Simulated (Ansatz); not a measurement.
# Ti2CF2 monolayer: from the cell to its phonons, part 2 of 3

Wanted: phonon frequencies of Ti2CF2 monolayer and what follows from them.

Ansatz 0.2.0; DFT PBE, scalar-relativistic, plane waves, PAW; PAW set soft_1.

So far. Step 2 (Coarse relaxation): The program solves this slab on a cell height of its own, 33.2 Å, in place of the one typed.

**4. Relaxing to small forces for the phonons**

Phonons need a cell at rest on their own settings, so the relaxation is repeated with tight tolerances on forces and stress, using the mesh and the filling of the phonon run that follows.

input.yaml reads:

```yaml
crystal:
  lattice:
    - [3.0547867972, 0.0, 0.0]
    - [-1.5273933986, 2.6455229695, 0.0]
    - [0.0, 0.0, 33.2]
  atoms:
    - { symbol: C, position: [0.0, 0.0, 0.3012048193] }
    - { symbol: Ti, position: [0.3333333333, 0.6666666667, 0.3354474579] }
    - { symbol: Ti, position: [0.6666666667, 0.3333333333, 0.2669621807] }
    - { symbol: F, position: [0.6666666667, 0.3333333333, 0.3731658463] }
    - { symbol: F, position: [0.3333333333, 0.6666666667, 0.2292437923] }
  periodic: [true, true, false]
kpoints:
  mp_grid: { grid: [18, 18, 1] }
hamiltonian:
  xc: pbe
  pseudopotentials: { kind: paw, azcp: { folder: soft_1 } }
scf:
  occupations: { method: methfessel_paxton, width: 0.2 }
output:
  forces: true
  stress: true
  eigenvalues: true
  write_density: true
  write_potential: true
  elf: true
  volumetric_format: npy
relax:
  adjacent_minimum: "off"
  f_tol: 0.001
  max_steps: 60
  cell: { stress_2d_tol: 0.002 }
```

Started as:

```bash
> ansatz run input.yaml --threads 4 --pin off --max-ram 16384MiB --backend cpu --events-out ev --progress --plain --runs-dir out
```

Numbers of over 12 decimals in the logs are rounded to 6 here.

Log:

```text
[...]
Crystal: 5 atoms, lattice volume = 268.306 Å³
Basis set: ecut = 420 eV, 5235 PW (Γ), exchange–correlation on 48×48×450 points (8 copies of the dense FFT grid, shifted against one another)
Bands: 26, of which v1, the nominal top of the filled ones, is band 21 counted from 1 (20 counted from 0)
Symmetry: 12 space group operations
[...]
k-points: 37 of 324
[...]
cell:  # Å, volume = 268.3340 Å³
    - [3.054946, 0.0, 0]
    - [-1.527473, 2.645660, 0]
    - [0, 0, 33.2]
  atoms:
    - { symbol: C, position: [0, 0, 0.3012048193] }
    - { symbol: Ti, position: [0.333333, 0.666667, 0.335427] }
    - { symbol: Ti, position: [0.666667, 0.333333, 0.266982] }
    - { symbol: F, position: [0.666667, 0.333333, 0.373166] }
    - { symbol: F, position: [0.333333, 0.666667, 0.229244] }
[key lines of the parts left out:]
SCF converged after 7 iterations
Free energy (F): -6872.480249 eV
Fermi energy:    -4.816243 eV
P = ½ c Tr σ = 0.0008 N/m
```

Wall time 31 s (4 threads of Arm Neoverse V2, shared host); peak memory 0.72 GiB.

Little changed from the start: no atom moved by 0.005 Å and no cell edge by 0.1 %.

Electrostatic potential energy in the ac plane at fractional y = 0.333, with atoms of Ti and F within 0.2 Å of it. With pseudopotentials it is smooth inside the atoms' cores, unlike the true potential.

Values in eV, 24 rows by 16 columns, each cell a mean:
```
  0   0   0   0   0   0   0   0   0   0   0   0   0   0   0   0
  0   0   0   0   0   0   0   0   0   0   0   0   0   0   0   0
  0   0   0   0   0   0   0   0   0   0   0   0   0   0   0   0
  0   0   0   0   0   0   0   0   0   0   0   0   0   0   0   0
  0   0   0   0   0   0   0   0   0   0   0   0   0   0   0   0
  0   0   0   0   0   0   0   0   0   0   0   0   0   0   0   0
  0   0   0   0   0   0   0   0   0   0   0   0   0   0   0   0
  0   0   0   0   0   0   0   0   0   0   0   0   0   0   0   0
  0   0   0   0   0   0   0   0   0   0   0   0   0   0   0   0
  0   0   0   0   0   0   0   0   0   0   0   0   0   0   0   0
  0   0   0   0   0   0   0   0   0   0   0   0   0   0   0   0
  0   0   0   0   0   0   0   0   0   0   0   0   0   0   0   0
  0   0   0   0   0   0   0   0   0   0   0   0   0   0   0   0
  0   0   0   0   0   0   0   0   0   0   0   0   0   0   0   0
 -1  -1  -2  -2  -1  -1  -1  -4 -11 -15 -16 -16 -15 -13  -7  -2
-10 -13 -15 -15 -14 -12  -9  -9 -14 -16 -17 -17 -16 -15 -10  -8
 -9 -10 -12 -12 -11  -9  -8  -7  -8  -9  -9 -10  -9  -8  -7  -7
-12  -8  -6  -6  -7 -10 -18 -28 -30 -31 -31 -31 -31 -30 -29 -22
 -4  -3  -3  -3  -3  -4  -4  -6  -8 -10 -11 -11 -10  -9  -6  -5
  0   0   0   0   0   0   0   0   0   0   0   0   0   0   0   0
  0   0   0   0   0   0   0   0   0   0   0   0   0   0   0   0
  0   0   0   0   0   0   0   0   0   0   0   0   0   0   0   0
  0   0   0   0   0   0   0   0   0   0   0   0   0   0   0   0
  0   0   0   0   0   0   0   0   0   0   0   0   0   0   0   0
```
Columns run along a (3.1 Å; values clipped at the 3rd and 97th percentile), rows up along c (33.2 Å). Atoms in or near the plane, at fractional coordinates: Ti at (0.67, 0.27), F at (0.67, 0.37).

ELF in the ac plane at fractional y = 0.333, with atoms of Ti and F within 0.2 Å of it. It is the smooth field of the valence electrons, not physical close to the nuclei.

Values, 24 rows by 16 columns, each cell a mean:
```
0.00 0.00 0.00 0.00 0.00 0.00 0.00 0.00 0.00 0.00 0.00 0.00 0.00 0.00 0.00 0.00
0.00 0.00 0.00 0.00 0.00 0.00 0.00 0.00 0.00 0.00 0.00 0.00 0.00 0.00 0.00 0.00
0.00 0.00 0.00 0.00 0.00 0.00 0.00 0.00 0.00 0.00 0.00 0.00 0.00 0.00 0.00 0.00
0.00 0.00 0.00 0.00 0.00 0.00 0.00 0.00 0.00 0.00 0.00 0.00 0.00 0.00 0.00 0.00
0.00 0.00 0.00 0.00 0.00 0.00 0.00 0.00 0.00 0.00 0.00 0.00 0.00 0.00 0.00 0.00
0.00 0.00 0.00 0.00 0.00 0.00 0.00 0.00 0.00 0.00 0.00 0.00 0.00 0.00 0.00 0.00
0.00 0.00 0.00 0.00 0.00 0.00 0.00 0.00 0.00 0.00 0.00 0.00 0.00 0.00 0.00 0.00
0.00 0.00 0.00 0.00 0.00 0.00 0.00 0.00 0.00 0.00 0.00 0.00 0.00 0.00 0.00 0.00
0.00 0.00 0.00 0.00 0.00 0.00 0.00 0.00 0.00 0.00 0.00 0.00 0.00 0.00 0.00 0.00
0.00 0.00 0.00 0.00 0.00 0.00 0.00 0.00 0.00 0.00 0.00 0.00 0.00 0.00 0.00 0.00
0.00 0.00 0.00 0.00 0.00 0.00 0.00 0.00 0.00 0.00 0.00 0.00 0.00 0.00 0.00 0.00
0.00 0.00 0.00 0.00 0.00 0.00 0.00 0.00 0.00 0.00 0.00 0.00 0.00 0.00 0.00 0.00
0.00 0.00 0.00 0.00 0.00 0.00 0.00 0.00 0.00 0.00 0.00 0.00 0.00 0.00 0.00 0.00
0.01 0.00 0.00 0.00 0.00 0.00 0.01 0.02 0.04 0.05 0.06 0.06 0.05 0.04 0.03 0.02
0.25 0.08 0.02 0.01 0.04 0.19 0.39 0.54 0.63 0.66 0.65 0.64 0.66 0.64 0.58 0.45
0.15 0.11 0.13 0.14 0.13 0.14 0.23 0.35 0.45 0.49 0.49 0.49 0.50 0.47 0.39 0.26
0.43 0.47 0.49 0.50 0.49 0.45 0.37 0.29 0.23 0.20 0.20 0.20 0.20 0.23 0.28 0.35
0.15 0.23 0.33 0.34 0.27 0.16 0.18 0.39 0.61 0.68 0.68 0.67 0.69 0.65 0.48 0.23
0.31 0.43 0.49 0.50 0.46 0.35 0.22 0.12 0.08 0.10 0.12 0.12 0.11 0.08 0.08 0.16
0.05 0.07 0.09 0.09 0.08 0.06 0.03 0.02 0.01 0.00 0.00 0.00 0.00 0.00 0.01 0.02
0.00 0.00 0.00 0.00 0.00 0.00 0.00 0.00 0.00 0.00 0.00 0.00 0.00 0.00 0.00 0.00
0.00 0.00 0.00 0.00 0.00 0.00 0.00 0.00 0.00 0.00 0.00 0.00 0.00 0.00 0.00 0.00
0.00 0.00 0.00 0.00 0.00 0.00 0.00 0.00 0.00 0.00 0.00 0.00 0.00 0.00 0.00 0.00
0.00 0.00 0.00 0.00 0.00 0.00 0.00 0.00 0.00 0.00 0.00 0.00 0.00 0.00 0.00 0.00
```
Columns run along a (3.1 Å), rows up along c (33.2 Å). Atoms in or near the plane, at fractional coordinates: Ti at (0.67, 0.27), F at (0.67, 0.37).

Valence density in the ac plane at fractional y = 0.333, with atoms of Ti and F within 0.2 Å of it. It is the smooth field of the valence electrons, not physical close to the nuclei.

Ten steps, logarithmic in the rise over the least value, from '0' (0.00 × 1e0 e/Å³) to '9' (7.59 × 1e0 e/Å³), each cell a mean:
```
0000000000000000
0000000000000000
0000000000000000
0000000000000000
0000000000000000
0000000000000000
0000000000000000
0000000000000000
0000000000000000
0000000000000000
0000000000000000
0000000000000000
0000000000000000
0000000000000000
1100012457888643
3333333457887643
4444443333333333
3333334689999864
2333322222333222
0000000000000000
0000000000000000
0000000000000000
0000000000000000
0000000000000000
```
Columns run along a (3.1 Å), rows up along c (33.2 Å). Atoms in or near the plane, at fractional coordinates: Ti at (0.67, 0.27), F at (0.67, 0.37).

The largest force component left is 0.031 meV/Å, within the tolerances set.

**5. Zone-centre response**

The zone centre comes first: it holds the modes that light can see, as far as symmetry allows. No field response is asked, since the mesh shows no gap.

input.yaml, the sections that differ from step 4:

```yaml
crystal:
  lattice:
    - [3.0549455657, 0.0, 0.0]
    - [-1.5274727829, 2.6456604671, 0.0]
    - [0.0, 0.0, 33.2]
  atoms:
    - { symbol: C, position: [0.0, 0.0, 0.3012048193] }
    - { symbol: Ti, position: [0.3333333333, 0.6666666667, 0.3354273938] }
    - { symbol: Ti, position: [0.6666666667, 0.3333333333, 0.2669822448] }
    - { symbol: F, position: [0.6666666667, 0.3333333333, 0.3731657127] }
    - { symbol: F, position: [0.3333333333, 0.6666666667, 0.2292439259] }
  periodic: [true, true, false]
output:
  eigenvalues: true
phonons:
  method: dfpt
# kpoints, hamiltonian, scf: as in step 4
# relax: removed
```

Log:

```text
Warning: crystal.symmetry: narrowed to the stabiliser of the run's FFT grids — unitary ops 12 → 6. A phonons.method: dfpt run fills in the rows of the dynamical matrix that it does not solve by its symmetry operations, which is exact only for operations that map its FFT grids onto themselves: filled in by any other, the frequencies could depend on the order in which like atoms are typed, or, by more than the grids' own error, on where the crystal sits among the grids' points. Excluded: 6 operations. The run can therefore solve more perturbations, solve them on more k-points, or both, and cost more. [rest of the remark cut]
[...]
Crystal: 5 atoms, lattice volume = 268.334 Å³
Basis set: ecut = 420 eV, 5235 PW (Γ), exchange–correlation on 48×48×450 points (8 copies of the dense FFT grid, shifted against one another)
Bands: 26, of which v1, the nominal top of the filled ones, is band 21 counted from 1 (20 counted from 0)
Symmetry: 12 space group operations
k-points: 91 of 324 (irreducible under 2 space group operations, time reversal used)
[...]
SCF iter   1: F=—  HF=-6878.040468 eV  |F-HF|=—  |Δ(HF+E_count)|=         —  Δρ=7.30e-2  dr2=2.27e1  ethr=3.10e-3  ⟨swp⟩=9.7  Hψ=16007  notcnv=0
[...]
SCF iter  12: F=-6872.480249 eV  HF=-6872.480249 eV  |F-HF|=2.26e-10  |Δ(HF+E_count)|=   4.46e-9  S|Δr|=    0.00e0  Δρ=7.85e-8  dr2=6.49e-12  ethr=1.00e-12  ⟨swp⟩=14.1  Hψ=23785  notcnv=0
SCF 1 converged in 12 iterations: F = -6872.480249 eV  dr2 = 6.49e-12
[...]
DFPT response loops at Γ: preconditioner auto → none (partly filled bands, converged f_vac=0.780); β = 0.50; Broyden in place of MSR1
SCF converged after 12 iterations
[...]
Free energy (F): -6872.480249 eV
[...]
Internal energy: -6872.480028 eV  (E = F + TS)
E sigma→0 (E₀):  -6872.480194 eV
Entropy (-TS):   -0.000221 eV (-0.044 meV/atom)
Fermi energy:    -4.816243 eV
[...]
--- Band table (eV; the first three rows and the last of 91) ---
  k-point 0: bands = [... 17 lower, -8.6172, -7.4647, -7.4647, -4.8661, -4.8661, -4.5659, -3.2395, -3.2395, ... 1 higher]
  k-point 1: bands = [... 17 lower, -8.5943, -7.5797, -7.4895, -4.9171, -4.8109, -4.5376, -3.2737, -3.2354, ... 1 higher]
  k-point 2: bands = [... 17 lower, -8.5415, -7.8753, -7.5526, -5.0892, -4.6549, -4.4281, -3.3274, -3.2066, ... 1 higher]
  k-point 90: bands = [... 17 lower, -9.2913, -8.6945, -8.2878, -4.9651, -4.4221, -3.1447, -2.9089, -2.8396, ... 1 higher]
--- Phonons (Γ-DFPT): 10 representative perturbations + reference, on 91 of 324 k-points (Σ response iterations 53) ---
  ASR residual: 2.863e-5 → 0.000e0 eV/Å²; symmetrization residual: 1.061e-5 eV/Å²
  The last average, over the group as it would stand without the narrowing to the FFT grids, took up to 3.417e-6 eV/Å² of the zone centre's force constants
  ASR residual per site (eV/Å²): 2.40e-5 2.68e-5 1.73e-5 2.44e-5 2.86e-5
  Γ frequencies (cm⁻¹): 0.00 0.00 0.00 193.26 193.26 256.30 256.30 257.12 257.12 285.91 459.55 504.46 672.93 675.72 675.72
  non-analytic LO–TO correction: not included (Born effective charges unavailable; polar crystals: no LO–TO splitting at Γ)
```

Wall time 3.6 min (4 threads); peak memory 2.4 GiB.

This step gave:

```
sum-rule residual before enforcement                    : 2.86e-5 eV/Å²
point group                                             : -3m
highest optical mode at the zone centre (no LO-TO term) : 675.7 cm⁻¹
lowest optical zone-centre mode                         : 193.3 cm⁻¹
```

Patterns of degenerate modes are one choice out of their space. The modes at Γ (shares of kinetic energy by element, %):

```
mode  frequency (cm⁻¹)  symmetry  C %  Ti %  F %
   1               0.0  acoustic    8    66   26
   2               0.0  acoustic    8    66   26
   3               0.0  acoustic    8    66   26
   4             193.3        Eg    0    36   64
   5             193.3        Eg    0    36   64
   6             256.3        Eg    0    64   36
   7             256.3        Eg    0    64   36
   8             257.1        Eu    2    24   74
   9             257.1        Eu    2    24   74
  10             285.9       A1g    0    43   57
  11             459.6       A2u    5    22   74
  12             504.5       A1g    0    57   43
  13             672.9       A2u   87    13    0
  14             675.7        Eu   90    10    0
  15             675.7        Eu   90    10    0
```

Displacements in mode 5 (193.3 cm⁻¹), the largest set to 1:
```
C1   0.00  0.00  0.00
Ti2  0.47  0.04  0.00
Ti3 -0.47 -0.04  0.00
F4   1.00  0.08  0.00
F5  -1.00 -0.08  0.00
```

Displacements in mode 14 (675.7 cm⁻¹), the largest set to 1:
```
C1   1.00  0.00  0.00
Ti2 -0.12  0.00  0.00
Ti3 -0.12  0.00  0.00
F4  -0.02  0.00  0.00
F5  -0.02  0.00  0.00
```

Before it was imposed, the acoustic sum rule was missed by 2.9e-5 eV/Å². Small misses are needed for a sound result but don't prove that mesh and cutoff are converged. The lowest optical mode is real, 193 cm⁻¹.

(Part 2 of 3 ends here.)

[Logs are printed without paths, hosts, clocks, repeated set-up lines and the standing remarks that a program may print on its own settings, such as how far it seeks lower states.]

[Hosts, paths, dates, database ids (printed as entryN), source tags and the programs' standing remarks are cut or masked in the printed files.]
